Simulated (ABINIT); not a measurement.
# SnO2 (Cassiterite): G0W0 with ABINIT, start to end, part 2 of 2

Wanted: ground state, empty states, screening and self-energy for SnO2 (Cassiterite).

ABINIT 10.8.3; PBE and many-body steps on it, plane waves. Known limits of the many-body steps: not at the basis limit; no spin-orbit coupling; coarse k mesh.

So far. Step 2 (Ground state): The gap is direct, at Γ. Step 3 (Empty states on the mesh, 4×4×4 mesh, 89 bands): On this mesh the gap is 1.284 eV.

## 4. Screening, 4×4×4 mesh, 81 bands, screening to 106.1 eV

The RPA dielectric matrix is built and inverted for each q.

This step: RPA screening on PBE, plane waves, norm-conserving pseudopotentials.

Contents of run.abi:

```
acell 3*1.0 Angstrom
rprim 
  4.738000000000 0.000000000000 0.000000000000
  0.000000000000 4.738000000000 0.000000000000
  0.000000000000 0.000000000000 3.186500000000
ntypat 2
znucl 50 8
natom 6
typat 1 1 2 2 2 2
xred 
  0.000000000000 0.000000000000 0.000000000000
  0.500000000000 0.500000000000 0.500000000000
  0.307100000000 0.307100000000 0.000000000000
  0.192900000000 0.807100000000 0.500000000000
  0.692900000000 0.692900000000 0.000000000000
  0.807100000000 0.192900000000 0.500000000000
pp_dirpath "pseudos"
pseudos "Sn.upf, O.upf"
ecut 42
ngkpt 4 4 4
nshiftk 1
shiftk 0 0 0
kptopt 1
chksymbreak 0
istwfk *1
occopt 1
irdwfk 1
optdriver 3
nband 81
ecuteps 3.9
inclvkb 2
awtr 1
symchi 1
indata_prefix "in"
outdata_prefix "out"
tmpdata_prefix "tmp"
```

Run with:

```bash
$ OMP_NUM_THREADS=1 mpirun -n 4 abinit run.abi > log
```

Numbers of over 12 decimals in the logs are rounded to 6 here.

Output:

```text
.Version 10.8.3 of ABINIT. v10.8.2 released Aug 2026.

 Symmetries : space group P4_2/m n m (#136); Bravais tP (primitive tetrag.)
[... echo of the input left out ...]
== DATASET  1 ==================================================================
-   mpi_nproc: 4, omp_nthreads: 1 (-1 if OMP is not activated)

--- !DatasetInfo
iteration_state: {dtset: 1, }
dimensions: {natom: 6, nkpt: 18, mband: 81, nsppol: 1, nspinor: 1, nspden: 1, mpw: 6312, }
cutoff_energies: {ecut:  42.0, pawecutdg:  -1.0, }
electrons: {nelect:   6.80000000E+01, charge:   0.00000000E+00, occopt:   1.00000000E+00, tsmear:   1.00000000E-02, }

 SCREENING: Calculation of the susceptibility and dielectric matrices

 Based on a program developped by R.W. Godby, V. Olevano, G. Onida, and L. Reining.
 Incorporated in ABINIT by V. Olevano, G.-M. Rignanese, and M. Torrent.
.Using double precision arithmetic ; gwpc =  8

[... cell and pseudopotentials left out ...]
--------------------------------------------------------------------------------

 ==== K-mesh for the wavefunctions ====
 Number of points in the irreducible wedge :    18
[... list of points left out ...]
 Together with 16 symmetry operations and time-reversal symmetry
 yields    64 points in the full Brillouin Zone.

 ==== Q-mesh for the screening function ====
 Number of points in the irreducible wedge :    18
[... list of points left out ...]
 Together with 16 symmetry operations and time-reversal symmetry
 yields    64 points in the full Brillouin Zone.

 setmesh: FFT mesh size selected  =    36x   36x   24
          total number of points  =        31104

 vcoul_init : cutoff-mode = AUXILIARY_FUNCTION
 q-points for optical limit:   1
     1)      0.000010    0.000020    0.000030

- screening: taking advantage of time-reversal symmetry
- Maximum band index for partially occupied states nbvw = 34
- Remaining bands to be divided among processors   nbcw = 47
- Number of bands treated by each node ~11

 Number of electrons calculated from density =   68.0000; Expected =   68.0000
 average of density, n =  0.140867
 r_s =    1.1923
 omega_plasma =   36.2043 [eV]

 calculating chi0 at frequencies [eV] :
  1    0.000000E+00    0.000000E+00
  2    0.000000E+00    3.620427E+01

--------------------------------------------------------------------------------
  q-point number  1        q = ( 0.000000, 0.000000, 0.000000) [r.l.u.]
--------------------------------------------------------------------------------
[... chi0 elements left out ...]
 For q-point:  0.000010 0.000020 0.000030
  dielectric constant =   4.5446
  dielectric constant without local fields =   4.7463

  Average fulfillment of the sum rule on Im[epsilon] for q-point    1 :     31.04  [%]
[... wings left out ...]
  q-point number  2        q = ( 0.250000, 0.000000, 0.000000) [r.l.u.]
--------------------------------------------------------------------------------
[... chi0 elements left out ...]
  Average fulfillment of the sum rule on Im[epsilon] for q-point    2 :     44.28  [%]

 [... 16 further q-points ...]
```

Run time: 2.7 min. Hardware: 4 MPI ranks of Arm Neoverse V1, shared host; peak memory 2.3 GiB; 11 min of CPU time.

This step gave:

| Item | Value |
| --- | --- |
| ε∞ with local fields, on this mesh, along the program's q direction | 4.545 |
| the same without local fields | 4.746 |
| plasma frequency | 36.20 eV |
| plane waves in the screening matrix | 177 |

Local fields lower ε∞ by 4 %. On a Γ-centred mesh this coarse the value itself is usually too large, while a short band sum pulls it down.

## 5. Self-energy, 4×4×4 mesh, 81 bands, screening to 106.1 eV

The self-energy is evaluated for the states that the input lists, and the levels follow from it, in one-shot runs by the linearised quasiparticle equation.

This step: G0W0 on PBE, plane waves, norm-conserving pseudopotentials.

run.abi: that of step 4 with these lines changed.

```diff
@@ -27,8 +27,15 @@
 irdwfk 1
-optdriver 3
+optdriver 4
 nband 81
+gwcalctyp 0
+ecutsigx 42
+symsigma 1
+nkptgw 1
+kptgw 
+  0.0000000000 0.0000000000 0.0000000000
+bdgw 
+  32 36
 ecuteps 3.9
-inclvkb 2
-awtr 1
-symchi 1
+irdscr 1
+ppmodel 1
 indata_prefix "in"
```

Output:

```text
.Version 10.8.3 of ABINIT. v10.8.2 released Aug 2026.

 Symmetries : space group P4_2/m n m (#136); Bravais tP (primitive tetrag.)
[... echo of the input left out ...]
== DATASET  1 ==================================================================
-   mpi_nproc: 4, omp_nthreads: 1 (-1 if OMP is not activated)

--- !DatasetInfo
iteration_state: {dtset: 1, }
dimensions: {natom: 6, nkpt: 18, mband: 81, nsppol: 1, nspinor: 1, nspden: 1, mpw: 6312, }
cutoff_energies: {ecut:  42.0, pawecutdg:  -1.0, }
electrons: {nelect:   6.80000000E+01, charge:   0.00000000E+00, occopt:   1.00000000E+00, tsmear:   1.00000000E-02, }

 SIGMA: Calculation of the GW corrections

 Based on a program developped by R.W. Godby, V. Olevano, G. Onida, and L. Reining.
 Incorporated in ABINIT by V. Olevano, G.-M. Rignanese, and M. Torrent.
.Using double precision arithmetic ; gwpc =  8

[... cell and pseudopotentials left out ...]
--------------------------------------------------------------------------------

 ==== K-mesh for the wavefunctions ====
 Number of points in the irreducible wedge :    18
[... list of points left out ...]
 Together with 16 symmetry operations and time-reversal symmetry
 yields    64 points in the full Brillouin Zone.

 ==== Q-mesh for screening function ====
 Number of points in the irreducible wedge :    18
[... list of points left out ...]
 Together with 16 symmetry operations and time-reversal symmetry
 yields    64 points in the full Brillouin Zone.

 vcoul_init : cutoff-mode = AUXILIARY_FUNCTION
 q-points for optical limit:   1
     1)      0.000010    0.000020    0.000030
 setmesh: FFT mesh size selected  =    54x   54x   36
          total number of points  =       104976

 Number of electrons calculated from density =   68.0000; Expected =   68.0000
 average of density, n =  0.140867
 r_s =    1.1923
 omega_plasma =   36.2043 [eV]

 === KS Band Gaps ===
  >>>> For spin  1
   Minimum direct gap =   1.2836 [eV], located at k-point      :   0.0000  0.0000  0.0000
   Fundamental gap    =   1.2836 [eV], Top of valence bands at :   0.0000  0.0000  0.0000
                                       Bottom of conduction at :   0.0000  0.0000  0.0000
 SIGMA fundamental parameters:
 PLASMON POLE MODEL  1
 number of plane-waves for SigmaX                 6273
 number of plane-waves for SigmaC and W            177
 number of plane-waves for wavefunctions          6273
 number of bands                                    81
 number of independent spin polarizations            1
 number of spinorial components                      1
 number of k-points in IBZ                          18
 number of q-points in IBZ                          18
 number of symmetry operations                      16
 number of k-points in BZ                           64
 number of q-points in BZ                           64
 number of frequencies for dSigma/dE                 9
 frequency step for dSigma/dE [eV]                0.25
 number of omega for Sigma on real axis              0
 max omega for Sigma on real axis  [eV]           0.00
 zcut for avoiding poles [eV]                     0.10

 EPSILON^-1 parameters (SCR file):
 dimension of the eps^-1 matrix on file            177
 dimension of the eps^-1 matrix used               177
 number of plane-waves for wavefunctions          6273
 number of bands                                    81
 number of q-points in IBZ                          18
 number of frequencies                               2
 number of real frequencies                          1
 number of imag frequencies                          1

 matrix elements of self-energy operator (all in [eV])

 Perturbative Calculation

--- !SelfEnergy_ee
iteration_state: {dtset: 1, }
kpoint     : [   0.000,    0.000,    0.000, ]
spin       : 1
KS_gap     :    1.284
QP_gap     :    2.790
Delta_QP_KS:    1.506
data: !SigmaeeData |
     Band     E0 <VxcDFT>   SigX SigC(E0)      Z dSigC/dE  Sig(E)    E-E0       E
       32   6.013 -20.016 -25.535   5.262   0.791  -0.264 -20.219  -0.203   5.810
       33   6.013 -20.016 -25.535   5.262   0.791  -0.264 -20.219  -0.203   5.810
       34   6.777 -20.351 -26.231   5.613   0.790  -0.265 -20.562  -0.211   6.566
       35   8.061 -16.498 -12.586  -2.381   0.846  -0.182 -15.203   1.295   9.356
       36  12.920 -16.302 -10.641  -3.350   0.839  -0.192 -14.363   1.939  14.858

== END DATASET(S) ==============================================================
================================================================================

 -outvars: echo values of variables after computation  --------
           etotal      0.0000000000E+00
            nband          81
             nkpt          18
          spgroup         136
 [... the other variables as echoed above ...]

 Calculation completed.
```

The job ended after 7.6 s (4 MPI ranks; peak memory 1.7 GiB; 30 s of CPU time).

Numbers from this step:

```
G0W0 gap on the points computed              : 2.79 eV
starting gap on the mesh                     : 1.284 eV
k of the valence top                         : 0, 0, 0
k of the conduction bottom                   : 0, 0, 0
Z at the valence top                         : 0.79
Z at the conduction bottom                   : 0.846
least direct G0W0 gap on the computed points : 2.79 eV
```

The gap on the mesh goes from 1.28 eV to 2.79 eV, a correction of +1.51 eV.

Limits: finite bands, cutoff and mesh; no spin-orbit coupling; coarse k mesh. v1 is the top filled band, c1 the lowest empty one. Levels before and after the correction, in eV, zero at the valence-band top of each column:

```csv
,conduction bottom,valence top
Kohn-Sham,1.28,0.00
G0W0,2.79,0.00
```

```csv
,level,energy (eV)
Kohn-Sham,Γ v3-v2,-0.764
Kohn-Sham,Γ v1,0.000
Kohn-Sham,Γ c1,1.284
Kohn-Sham,Γ c2,6.143
G0W0,Γ v3-v2,-0.756
G0W0,Γ v1,0.000
G0W0,Γ c1,2.790
G0W0,Γ c2,8.292
```

## 6. Where the time went

Times are wall times on 4 MPI ranks of Arm Neoverse V1, shared host, good to a factor of about two.

```csv
step,time,share,memory (GiB)
ground state,70 s,23 %,0.44
empty states on the mesh,68 s,22 %,0.44
screening,2.7 min,53 %,2.3
self-energy,7.6 s,2 %,1.7
```

## 7. What came out

```yaml
pbe_gap: 1.28 eV, direct
g0w0_gap_on_the_mesh: 2.79 eV
gw_settings: 4×4×4 mesh, 81 bands, screening to 106.1 eV, Godby-Needs plasmon pole
known_limits: not at the basis limit; no spin-orbit coupling; coarse k mesh
```

In words: G0W0 moves the gap on the mesh from 1.28 eV to 2.79 eV (+1.51 eV), with Z of 0.79 and 0.85 at the edges. Local fields lower the RPA ε∞ on this mesh from 4.75 to 4.54; a Γ-centred mesh this coarse tends to raise both, most where the direct gap is narrow, while a short band sum lowers them. Only 1 of the mesh's irreducible points was corrected, so a valley elsewhere could overtake. The dearest step here is «screening». Against experiment, by G0W0@PBE: the gap of 2.79 eV lies −0.81 eV from the measured 3.6 eV (kind not stated, quoted 2022). The calculation has static nuclei and no excitons; a measured gap holds zero-point and thermal motion, which mostly lowers it. Against the values above the computed gap that would widen the miss. A likelier cause is too strong a screening: the start's gap is only 1.28 eV, the mesh is coarse, and one shot does not repair that. Bands and cutoff are finite, so the gap is not at the basis limit. The miss can reach some tenths of an eV and take either sign; the mesh is an error of its own. In the G0W0 run levels were corrected at 1 k point alone, so a gap called «on the mesh» is the least over those, and an edge elsewhere would be missed. The 4×4×4 mesh is coarse for this cell, which bears on the long-range parts of exchange and screening. The many-body steps are scalar-relativistic: spin-orbit coupling is not in them.

[Paths, hosts, dates, memory and timing lines, banners, echoed tables and standing remarks are left out of the program output.]

[Logs are printed without paths, hosts, clocks, repeated set-up lines and the standing remarks that a program may print on its own settings, such as how far it seeks lower states.]

[Runs of the session that timed out or met a known fault of the program may be left out.]

[No measured gap is set beside runs whose start may be inverted or whose files or cutoffs have a known fault.]

[Hosts, paths, dates, database ids (printed as entryN), source tags and the programs' standing remarks are cut or masked in the printed files.]

[G0W0 gaps are taken among the corrected bands and points alone; a level outside them can change the order at an edge.]

[Where Ansatz stands beside ABINIT at settings called matched, ABINIT's density can come from a denser mesh and the files from another edition; pairs whose starting gaps differed by over 0.03 eV were left out, so agreement reads better than it is.]
